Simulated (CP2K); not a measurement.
Two runs for the O K edge of ammonium dihydrate. Run A: CP2K XAS_TDP, all-electron GAPW, PBEh(45%), aug-cc-pVDZ, TDA, no relativity. Run B differs in one setting.

First lines with a strength over 0.0015. A:

```tsv
atom	energy (eV)	states	strength, one atom
O2 (bonded to 2 H, takes 1 H bond)	530.76	1	0.0105
	532.20	1	0.0365
	532.58	1	0.0074
	533.64	1	0.0058
	533.97	1	0.0039
O3 (bonded to 2 H, takes 1 H bond)	530.75	1	0.0105
	532.19	1	0.0365
	532.56	1	0.0074
	533.62	1	0.0057
	533.96	1	0.0039
```

B:

```tsv
atom	energy (eV)	states	strength, one atom
O2 (bonded to 2 H, takes 1 H bond)	536.81	1	0.0104
	538.26	1	0.0361
	538.63	1	0.0073
	539.69	1	0.0057
	540.03	1	0.0039
O3 (bonded to 2 H, takes 1 H bond)	536.80	1	0.0103
	538.25	1	0.0361
	538.61	1	0.0074
	539.67	1	0.0057
	540.01	1	0.0039
```

Question: Which was it: the functional, GW2X switched on, scalar relativity switched on, the basis?

GW2X switched on. GW2X shifts an atom's lines together and keeps their spacings. Against PBEh(45%) in aug-cc-pVDZ, the leading lines move by +6.06 eV (O2, to 538.26) and +6.06 eV (O3, to 538.25).

[Banner, clock and machine lines of the logs are left out without a mark of their own.]

[Logs are printed without paths, hosts, clocks, repeated set-up lines and the standing remarks that a program may print on its own settings, such as how far it seeks lower states.]

[Hosts, paths, dates, database ids (printed as entryN), source tags and the programs' standing remarks are cut or masked in the printed files.]
